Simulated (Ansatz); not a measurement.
## BiP: relaxing a made-up structure

Starting from a made-up structure for BiP, the aim is the relaxed cell, its shortest contacts and, where a second run follows, its electronic structure.

Main program and level: Ansatz 0.2.0; DFT, PBE, plane-wave PAW, files of the set soft_1, scalar-relativistic, no spin, cell and ions relaxed at zero pressure; PAW set soft_1, in the first sound run; inputs show where later runs differ.

## 1. The starting structure

Symmetry: I4_1md, No. 109, tetragonal system. Conventional cell: a = 3.788 Å, b = 3.788 Å, c = 12.554 Å, α = 90.00°, β = 90.00°, γ = 90.00°. Nearest to Bi lie 6 P at 2.85 to 2.88 Å. Nearest to P lie 6 Bi at 2.85 to 2.88 Å. Farther neighbours are not listed.

## 2. Relaxation of the guess

The guess takes its coordinates from another compound and its volume from a rule, so the cell and any free coordinates are relaxed together.

The input, input.yaml:

```yaml
crystal:
  lattice:
    - [-1.894, 1.894, 6.277]
    - [1.894, -1.894, 6.277]
    - [1.894, 1.894, -6.277]
  atoms:
    - { symbol: Bi, position: [0.0047, 0.5047, 0.5] }
    - { symbol: Bi, position: [0.2547, 0.2547, 0.0] }
    - { symbol: P, position: [0.5816, 0.0816, 0.5] }
    - { symbol: P, position: [0.8316, 0.8316, 0.0] }
kpoints:
  mp_grid: { grid: [10, 10, 10] }
scf:
  occupations: { method: fermi_dirac, width: 0.05 }
hamiltonian:
  xc: pbe
  pseudopotentials: { kind: paw, azcp: { folder: soft_1 } }
relax:
  f_tol: 0.015
  max_steps: 70
  cell: {}
output:
  forces: true
  stress: true
```

Command:

```
> ansatz run input.yaml --threads 4 --pin off --max-ram 8192MiB --backend cpu --events-out ev --progress --plain --runs-dir out
```

Numbers of over 12 decimals in the logs are rounded to 6 here.

The program printed:

```text
basis.fft_grid_basis auto: the FFT boxes are laid along the combinations [[1, 0, 1], [0, 1, 1], [0, 0, 1]] of the cell's own vectors, 3.788, 3.788 and 6.825 Å long. The dense box has 27×27×48 points. Along the cell's own vectors, as sized, it would have 48×48×48, 3.16 times as many. Of the 8 symmetry operations that the crystal satisfies within crystal.symmetry.tolerance (time reversal apart; of a slab, those that ke [...]
Engine: ansatz 0.2.0, x86_64-unknown-linux-gnu
Pseudopotentials: kind: paw
Pseudopotential: Bi, paw, valence charge 15, recommended cutoff 420 eV (normal), soft_1/Bi.paw.azcp
Pseudopotential: P, paw, valence charge 5, recommended cutoff 420 eV (normal), soft_1/P.paw.azcp
Functional definition: PBE
  parameter kappa = 0.804
  parameter beta = 0.066725
  exchange = pbe_x(kappa = kappa, mu = beta*pi^2/3)
  correlation = pbe_c(beta = beta)
Crystal: 4 atoms, lattice volume = 90.068 Å³
Basis set: ecut = 420 eV, 1777 PW (Γ), FFT grids on a1+a3, a2+a3, a3, exchange–correlation on 54×54×96 points (8 copies of the dense FFT grid, shifted against one another)
Bands: 24, of which v1, the nominal top of the filled ones, is band 20 counted from 1 (19 counted from 0)
Symmetry: 8 space group operations
Space group: I41md (ITA 109), of the structure as read, at distance tolerance 4.5e-5 Å
k-points: 102 of 1000 (time reversal used)
Non-local potential: Bi, projectors of the file, l = 0: 2, l = 1: 2, l = 2: 2, l = 3: 1
Non-local potential: P, projectors of the file, l = 0: 2, l = 1: 2, l = 2: 1
PAW form: soft (Blöchl's): semilocal exchange-correlation on the pseudo side does not see the compensation charge
PAW one-centre angular grid: Bi, 590 points (default); XC on 64 Gauss nodes
PAW one-centre angular grid: P, 110 points (default); XC on 64 Gauss nodes
Initial density: superposition of atomic densities (chi_scale 0.1, normalization cell, long waves kept (reshape's long-wave potential 0.00 eV rms))
Initial wavefunctions: pseudopotential atomic-orbital guess
Functional: x = pbe(κ = 0.804, μ = 0.219515), c = pbe(β = 0.066725)
SCF iter   1: F=—  HF=-26308.744031 eV  |F-HF|=—  |Δ(HF+E_count)|=         —  Δρ=3.14e-2  dr2=2.01e0  ethr=3.10e-3  ⟨swp⟩=7.9  Hψ=13217  notcnv=0
preconditioner: auto → Kerker (q_TF=auto, 2.383 Å⁻¹)  [metal: Δε(μ)=0.024 eV  Ē_g=16.287 eV  σ=0.050 eV  W_gap=0.12  n_scr=24 (ndim 8)  ℏωp=24.7 eV  f_vac=0.000  D(μ)=2.24/eV (n_scr^D=12)]
SCF iter   2: F=—  HF=-26308.340182 eV  |F-HF|=—  |Δ(HF+E_count)|=   4.04e-1  Δρ=1.56e-2  dr2=4.53e-1  ethr=3.10e-3  ⟨swp⟩=2.0  Hψ=3636  notcnv=0
SCF iter   3: F=—  HF=-26308.241309 eV  |F-HF|=—  |Δ(HF+E_count)|=   9.89e-2  Δρ=3.72e-3  dr2=1.28e-2  ethr=1.13e-3  ⟨swp⟩=2.4  Hψ=3534  notcnv=0
SCF iter   4: F=—  HF=-26308.241601 eV  |F-HF|=—  |Δ(HF+E_count)|=   2.93e-4  Δρ=6.67e-4  dr2=6.26e-4  ethr=3.20e-5  ⟨swp⟩=2.0  Hψ=3629  notcnv=0
SCF iter   5: F=—  HF=-26308.241750 eV  |F-HF|=—  |Δ(HF+E_count)|=   1.48e-4  Δρ=2.42e-4  dr2=7.72e-5  ethr=1.56e-6  ⟨swp⟩=3.0  Hψ=4825  notcnv=0
SCF iter   6: F=—  HF=-26308.241758 eV  |F-HF|=—  |Δ(HF+E_count)|=   8.68e-6  Δρ=7.65e-5  dr2=6.16e-6  ethr=1.93e-7  ⟨swp⟩=2.0  Hψ=4472  notcnv=0
SCF iter   7: F=—  HF=-26308.241760 eV  |F-HF|=—  |Δ(HF+E_count)|=   1.57e-6  Δρ=1.11e-5  dr2=1.49e-7  ethr=1.54e-8  ⟨swp⟩=2.0  Hψ=3495  notcnv=0
SCF iter   8: F=-26308.241760 eV  HF=-26308.241760 eV  |F-HF|=1.35e-9  |Δ(HF+E_count)|=   1.99e-8  Δρ=3.01e-6  dr2=1.20e-8  ethr=2.50e-10  ⟨swp⟩=5.0  Hψ=8455  notcnv=0
SCF 1 converged in 8 iterations: F = -26308.241760 eV  dr2 = 1.20e-8
  greatest PAW one-centre occupation: 0.989 electrons in one spin orbital (limit 2), on the Bi atom at site 1 (counted from 0), in its partial waves of l = 2
relax step   1: F+E_penalty+E_count = -26308.24175996 eV  Δ(F+E_penalty+E_count) = +0.000e0 eV  max|allowed force component| = 1.690e-1 eV/Å  Δτ_max = 0.0000 Å  P = +8.963 GPa  Ω = 90.068 Å³  (8 SCF iters, dr2 threshold 1.00e-7 eV, accepted)
Crystal: 4 atoms, lattice volume = 99.953 Å³
Basis set: ecut = 420 eV, 1947 PW (Γ), FFT grids on a1+a3, a2+a3, a3, exchange–correlation on 54×54×96 points (8 copies of the dense FFT grid, shifted against one another)
Initial density: handed on by an earlier stage of this run
Initial wavefunctions: those handed on with the density
iter 1 solved again at ethr=4.12e-5 eV; its pass at ethr=3.10e-3 eV (dr2=1.65e-2 eV) is discarded
SCF iter   1: F=—  HF=-26308.548154 eV  |F-HF|=—  |Δ(HF+E_count)|=         —  Δρ=2.95e-3  dr2=1.70e-2  ethr=4.12e-5  ⟨swp⟩=2.1  Hψ=18214  notcnv=0
preconditioner: auto → Kerker (q_TF=auto, 2.342 Å⁻¹)  [metal: Δε(μ)=0.009 eV  Ē_g=16.268 eV  σ=0.050 eV  W_gap=0.04  n_scr=24 (ndim 8)  ℏωp=23.5 eV  f_vac=0.000  D(μ)=2.97/eV (n_scr^D=24)]
SCF iter   2: F=—  HF=-26308.545609 eV  |F-HF|=—  |Δ(HF+E_count)|=   2.55e-3  Δρ=1.51e-3  dr2=3.55e-3  ethr=4.12e-5  ⟨swp⟩=1.7  Hψ=2659  notcnv=0
SCF iter   3: F=—  HF=-26308.545627 eV  |F-HF|=—  |Δ(HF+E_count)|=   1.81e-5  Δρ=5.62e-4  dr2=4.59e-4  ethr=8.87e-6  ⟨swp⟩=1.7  Hψ=2674  notcnv=0
SCF iter   4: F=—  HF=-26308.545726 eV  |F-HF|=—  |Δ(HF+E_count)|=   9.90e-5  Δρ=1.03e-4  dr2=1.73e-5  ethr=1.15e-6  ⟨swp⟩=2.4  Hψ=3254  notcnv=0
SCF iter   5: F=—  HF=-26308.545726 eV  |F-HF|=—  |Δ(HF+E_count)|=   1.53e-7  Δρ=3.40e-5  dr2=1.77e-6  ethr=4.32e-8  ⟨swp⟩=2.9  Hψ=4769  notcnv=0
SCF iter   6: F=-26308.545726 eV  HF=-26308.545726 eV  |F-HF|=3.76e-8  |Δ(HF+E_count)|=   5.07e-7  Δρ=1.09e-5  dr2=2.00e-7  ethr=1.00e-9  ⟨swp⟩=5.0  Hψ=8631  notcnv=0
SCF 2 converged in 6 iterations: F = -26308.545726 eV  dr2 = 2.00e-7
  greatest PAW one-centre occupation: 0.989 electrons in one spin orbital (limit 2), on the Bi atom at site 0 (counted from 0), in its partial waves of l = 2
relax step   2: F+E_penalty+E_count = -26308.54572628 eV  Δ(F+E_penalty+E_count) = -3.040e-1 eV  max|allowed force component| = 1.125e-1 eV/Å  Δτ_max = 0.0223 Å  P = +0.495 GPa  Ω = 99.953 Å³  energy of the carried Pulay correction = -8.552e-4 eV  (6 SCF iters, dr2 threshold 4.00e-7 eV, accepted)
Crystal: 4 atoms, lattice volume = 101.049 Å³
Basis set: ecut = 420 eV, 1979 PW (Γ), FFT grids on a1+a3, a2+a3, a3, exchange–correlation on 54×54×96 points (8 copies of the dense FFT grid, shifted against one another)
iter 1 solved again at ethr=8.74e-6 eV; its pass at ethr=3.10e-3 eV (dr2=3.50e-3 eV) is discarded
SCF iter   1: F=—  HF=-26308.612624 eV  |F-HF|=—  |Δ(HF+E_count)|=         —  Δρ=1.94e-3  dr2=3.54e-3  ethr=8.74e-6  ⟨swp⟩=2.2  Hψ=18185  notcnv=0
preconditioner: auto → Kerker (q_TF=auto, 2.338 Å⁻¹)  [metal: Δε(μ)=0.016 eV  Ē_g=16.239 eV  σ=0.050 eV  W_gap=0.08  n_scr=24 (ndim 8)  ℏωp=23.4 eV  f_vac=0.000  D(μ)=3.07/eV (n_scr^D=24)]
SCF iter   2: F=—  HF=-26308.612697 eV  |F-HF|=—  |Δ(HF+E_count)|=   7.26e-5  Δρ=1.23e-3  dr2=1.65e-3  ethr=8.74e-6  ⟨swp⟩=1.0  Hψ=2451  notcnv=0
SCF iter   3: F=—  HF=-26308.612818 eV  |F-HF|=—  |Δ(HF+E_count)|=   1.21e-4  Δρ=2.19e-4  dr2=7.39e-5  ethr=4.13e-6  ⟨swp⟩=2.6  Hψ=4024  notcnv=0
SCF iter   4: F=—  HF=-26308.612846 eV  |F-HF|=—  |Δ(HF+E_count)|=   2.83e-5  Δρ=5.26e-5  dr2=3.08e-6  ethr=1.85e-7  ⟨swp⟩=2.1  Hψ=3605  notcnv=0
SCF iter   5: F=-26308.612848 eV  HF=-26308.612848 eV  |F-HF|=8.93e-8  |Δ(HF+E_count)|=   1.80e-6  Δρ=1.25e-5  dr2=1.73e-7  ethr=1.00e-9  ⟨swp⟩=5.0  Hψ=9706  notcnv=0
SCF 3 converged in 5 iterations: F = -26308.612848 eV  dr2 = 1.73e-7
  greatest PAW one-centre occupation: 0.988 electrons in one spin orbital (limit 2), on the Bi atom at site 0 (counted from 0), in its partial waves of l = 2
relax step   3: F+E_penalty+E_count = -26308.61284777 eV  Δ(F+E_penalty+E_count) = -6.712e-2 eV  max|allowed force component| = 1.014e-1 eV/Å  Δτ_max = 0.0395 Å  P = -0.034 GPa  Ω = 101.049 Å³  energy of the carried Pulay correction = -9.445e-4 eV  (5 SCF iters, dr2 threshold 4.00e-7 eV, accepted)
[... from here on, the SCF cycles and remarks between the steps are left out ...]
relax step   4: F+E_penalty+E_count = -26308.62464186 eV  Δ(F+E_penalty+E_count) = -1.179e-2 eV  max|allowed force component| = 1.558e-1 eV/Å  Δτ_max = 0.0058 Å  P = +0.070 GPa  Ω = 100.943 Å³  energy of the carried Pulay correction = -9.359e-4 eV  (5 SCF iters, dr2 threshold 4.00e-7 eV, accepted)
relax step   5: F+E_penalty+E_count = -26308.63904778 eV  Δ(F+E_penalty+E_count) = -1.441e-2 eV  max|allowed force component| = 9.497e-2 eV/Å  Δτ_max = 0.0170 Å  P = -0.265 GPa  Ω = 101.703 Å³  energy of the carried Pulay correction = -9.974e-4 eV  (5 SCF iters, dr2 threshold 4.00e-7 eV, accepted)
relax step   6: F+E_penalty+E_count = -26308.64410279 eV  Δ(F+E_penalty+E_count) = -5.055e-3 eV  max|allowed force component| = 1.636e-3 eV/Å  Δτ_max = 0.0174 Å  P = +0.039 GPa  Ω = 101.555 Å³  energy of the carried Pulay correction = -9.855e-4 eV  (5 SCF iters, dr2 threshold 4.00e-7 eV, accepted)
relax step   7: F+E_penalty+E_count = -26308.64414860 eV  Δ(F+E_penalty+E_count) = -4.581e-5 eV  max|allowed force component| = 3.117e-4 eV/Å  Δτ_max = 0.0007 Å  P = +0.003 GPa  Ω = 101.647 Å³  energy of the carried Pulay correction = -9.929e-4 eV  (4 SCF iters, dr2 threshold 1.90e-8 eV, accepted)
relax step   8: F+E_penalty+E_count = -26308.64931795 eV  Δ(F+E_penalty+E_count) = -5.169e-3 eV  max|allowed force component| = 3.606e-4 eV/Å  Δτ_max = 0.0000 Å  P = +0.084 GPa  Ω = 101.647 Å³  stress off target by 2.23e-1 GPa  SCF on the basis re-selected at this cell (its energy is not comparable with the rows above)  (6 SCF iters)
relax step   9: F+E_penalty+E_count = -26308.64969639 eV  Δ(F+E_penalty+E_count) = -3.784e-4 eV  max|allowed force component| = 5.592e-4 eV/Å  Δτ_max = 0.0009 Å  P = +0.014 GPa  Ω = 101.855 Å³  energy of the carried Pulay correction = -1.523e-5 eV  (4 SCF iters, dr2 threshold 1.24e-7 eV, accepted)
relax step  10: F+E_penalty+E_count = -26308.64971919 eV  Δ(F+E_penalty+E_count) = -2.280e-5 eV  max|allowed force component| = 7.538e-5 eV/Å  Δτ_max = 0.0004 Å  P = +0.005 GPa  Ω = 101.907 Å³  energy of the carried Pulay correction = -1.905e-5 eV  (5 SCF iters, dr2 threshold 6.46e-9 eV, accepted)
iter 1 solved again at ethr=1.79e-7 eV; its pass at ethr=3.10e-3 eV (dr2=7.16e-5 eV) is discarded
SCF iter   1: F=—  HF=-26308.649724 eV  |F-HF|=—  |Δ(HF+E_count)|=         —  Δρ=3.17e-5  dr2=2.47e-8  ethr=1.79e-7  ⟨swp⟩=4.9  Hψ=21762  notcnv=0
eigensolver tolerance schedule: the retry pair's looser diagonalisation over-reported the residual by 2894.42 of it (diagonalisation noise at 0.20 of the residual, at the tolerance the schedule requests for it); recorded, not acted on — ethr = c·dr2/N_el stays at c = 1.0e-1
preconditioner: auto → Kerker (q_TF=auto, 2.335 Å⁻¹)  [metal: Δε(μ)=0.013 eV  Ē_g=16.274 eV  σ=0.050 eV  W_gap=0.07  n_scr=20 (ndim 8)  ℏωp=23.3 eV  f_vac=0.000  D(μ)=2.57/eV (n_scr^D=20)]
SCF iter   2: F=—  HF=-26308.649736 eV  |F-HF|=—  |Δ(HF+E_count)|=   1.19e-5  Δρ=1.61e-5  dr2=6.86e-9  ethr=6.18e-11  ⟨swp⟩=3.2  Hψ=4681  notcnv=0
SCF iter   3: F=—  HF=-26308.649739 eV  |F-HF|=—  |Δ(HF+E_count)|=   3.27e-6  Δρ=4.29e-7  dr2=2.16e-10  ethr=1.72e-11  ⟨swp⟩=2.4  Hψ=3228  notcnv=0
SCF iter   4: F=—  HF=-26308.649739 eV  |F-HF|=—  |Δ(HF+E_count)|=  1.13e-10  Δρ=2.27e-7  dr2=6.47e-11  ethr=1.00e-12  ⟨swp⟩=5.0  Hψ=9139  notcnv=0
SCF iter   5: F=-26308.649739 eV  HF=-26308.649739 eV  |F-HF|=2.18e-11  |Δ(HF+E_count)|=  1.16e-10  Δρ=7.19e-8  dr2=6.52e-12  ethr=1.00e-12  ⟨swp⟩=5.0  Hψ=8560  notcnv=0
SCF 11 converged in 5 iterations: F = -26308.649739 eV  dr2 = 6.52e-12
relax step  11: F+E_penalty+E_count = -26308.64973942 eV  Δ(F+E_penalty+E_count) = -2.023e-5 eV  max|allowed force component| = 7.703e-5 eV/Å  Δτ_max = 0.0000 Å  P = +0.005 GPa  Ω = 101.907 Å³  stress off target by 5.74e-3 GPa  SCF on the basis re-selected at this cell (its energy is not comparable with the rows above)  (5 SCF iters)
basis re-selected at this cell: Δ(F+E_penalty+E_count) = -2.023e-5 eV, ΔP = -0.000 GPa vs the last step (what re-selecting the basis moved, of the pressure what is left beyond the Pulay correction that the steps carried, after the strain that the cell walked since its last selection, with what the two solves' SCF thresholds leave and, on support functions, any second-order correction that the steps lacked; it is no m [...]
SCF converged after 5 iterations
Free energy (F): -26308.649739 eV
Harris-Foulkes:  -26308.649739 eV  (|F-HF|=2.18e-11)
Internal energy: -26308.628434 eV  (E = F + TS)
E sigma→0 (E₀):  -26308.639087 eV
Entropy (-TS):   -0.021305 eV (-5.326 meV/atom)
Fermi energy:    9.640224 eV
--- Per-component energies (eV) ---
  E_band       = -185.362652
  E_kinetic    = 637.708807
  E_local      = -2793.040651  (includes V_loc(G=0)·N_el)
  E_nonlocal   = 882.595981
  E_hartree    = 1035.106183
  E_xc         = -447.437982
  E_vxc        = -382.018178  (∫ρ·V_xc dr)
  E_paw        = -22440.651656  (= ΣΔE_a)
  E_vpaw       = -600.821381  (= ΣTr[D̂ρ^β])
  E_aug_tail   = 0.000404  (compensation charges beyond the density's cutoff)
  E_ewald      = -3182.909519
  E_smearing   = -0.021305  (= −TS)
  E_closure    = 0.000000  (closes the sum)
  Σ components = -26308.649739   (vs F -26308.649739, Δ=0.00e0)
--- Forces (eV/Å), atoms counted from 1 ---
  atom   1  Bi    -0.00000000     0.00000000     0.00007696
  atom   2  Bi    -0.00000000     0.00000000     0.00007696
  atom   3  P      0.00000000    -0.00000000    -0.00007710
  atom   4  P     -0.00000000     0.00000000    -0.00007710
  max |Σ_I F_I| component: 2.75e-7 eV/Å
--- Stress (GPa, compression-positive) ---
        0.005741       0.000000      -0.000000
        0.000000       0.005741       0.000000
       -0.000000       0.000000       0.003104
  P = ⅓ Tr σ = 0.0049 GPa (0.049 kbar)
--- Relaxed structure (9 steps of the walk, 9 accepted, 2 SCFs on fresh bases) ---
  F+E_penalty+E_count = -26308.64973942 eV   max|allowed force component| = 7.703e-5 eV/Å   (the final SCF, on the basis selected at the relaxed cell)
  cell:  # Å, volume = 101.9072 Å³
    - [-1.873506, 1.873506, 7.258299]
    - [1.873506, -1.873506, 7.258299]
    - [1.873506, 1.873506, -7.258299]
  atoms:
    - { symbol: Bi, position: [0.002225, 0.502225, 0.500000] }
    - { symbol: Bi, position: [0.252225, 0.252225, 0] }
    - { symbol: P, position: [0.584075, 0.084075, 0.500000] }
    - { symbol: P, position: [0.834075, 0.834075, 0] }
```

Elapsed: 29 s, on 4 threads of Intel Xeon Platinum 8488C (Sapphire Rapids), shared host; peak memory 0.57 GiB.

Relaxation path:

| step | energy less that of the first step (eV) | largest force component (eV/Å) | pressure (GPa) | volume (Å³) |
| --- | --- | --- | --- | --- |
| 1 | 0.0000 | 0.1690 | 8.96 | 90.07 |
| 2 | -0.3040 | 0.1125 | 0.50 | 99.95 |
| 3 | -0.3711 | 0.1014 | -0.03 | 101.05 |
| 4 | -0.3829 | 0.1558 | 0.07 | 100.94 |
| 5 | -0.3973 | 0.0950 | -0.27 | 101.70 |
| 6 | -0.4023 | 0.0016 | 0.04 | 101.56 |
| 7 | -0.4024 | 0.0003 | 0.00 | 101.65 |
| 8* | -0.4076 | 0.0004 | 0.08 | 101.65 |
| 9 | -0.4079 | 0.0006 | 0.01 | 101.86 |
| 10 | -0.4080 | 0.0001 | 0.01 | 101.91 |
| 11* | -0.4080 | 0.0001 | 0.00 | 101.91 |

Relaxation steps marked * repeat the geometry before them on a plane-wave basis chosen anew for their cell, so energy and pressure can jump there.

Forces are held to the 8 operations that the run works with; a distortion that breaks them can't arise in this run.

| cell as run | before | after | change |
| --- | --- | --- | --- |
| a (Å) | 6.825 | 7.727 | +13.2 % |
| b (Å) | 6.825 | 7.727 | +13.2 % |
| c (Å) | 6.825 | 7.727 | +13.2 % |
| α (°) | 147.77 | 151.94 | +2.8 % |
| β (°) | 147.77 | 151.94 | +2.8 % |
| γ (°) | 46.22 | 40.11 | -13.2 % |
| volume (Å³/atom) | 22.52 | 25.48 | +13.1 % |

The atoms that moved most (Å, as changes of fractional coordinates times the final cell):

| atom | dx | dy | dz | length |
| --- | --- | --- | --- | --- |
| P4 | 0.000 | 0.000 | 0.036 | 0.036 |
| Bi1 | 0.000 | 0.000 | -0.036 | 0.036 |
| Bi2 | 0.000 | 0.000 | -0.036 | 0.036 |
| P3 | 0.000 | 0.000 | 0.036 | 0.036 |

Final coordinates:

```cif
data_structure
_symmetry_space_group_name_H-M 'P 1'
_symmetry_Int_Tables_number 1
_cell_length_a 7.7268
_cell_length_b 7.7268
_cell_length_c 7.7268
_cell_angle_alpha 151.935
_cell_angle_beta 151.935
_cell_angle_gamma 40.108
_cell_volume 101.91
loop_
_atom_site_label
_atom_site_type_symbol
_atom_site_fract_x
_atom_site_fract_y
_atom_site_fract_z
_atom_site_occupancy
Bi1 Bi 0.00222 0.50222 0.50000 1
Bi2 Bi 0.25222 0.25222 0.00000 1
P3 P 0.58408 0.08408 0.50000 1
P4 P 0.83408 0.83408 0.00000 1
```

This step gave:

```
free energy             : -26308.6497 eV
energy at zero smearing : -26308.6391 eV
smearing term TS        : 0.02131 eV
Fermi energy            : 9.640 eV
electrons               : 40
symmetry operations     : 8
pressure                : 0.004862 GPa
```

Shortest distances by pair of elements, guess and relaxed (not always the same contact):

| pair | guess (Å) | relaxed (Å) |
| --- | --- | --- |
| Bi–P | 2.847 | 2.904 |
| Bi–Bi | 3.666 | 3.747 |
| P–P | 3.666 | 3.747 |

The relaxation ends with a largest force component of 7.7e-5 eV/Å and a pressure of 0.00 GPa.

[end of part 1 of 2]

[Logs are printed without paths, hosts, clocks, repeated set-up lines and the standing remarks that a program may print on its own settings, such as how far it seeks lower states.]

[Hosts, paths, dates, database ids (printed as entryN), source tags and the programs' standing remarks are cut or masked in the printed files.]
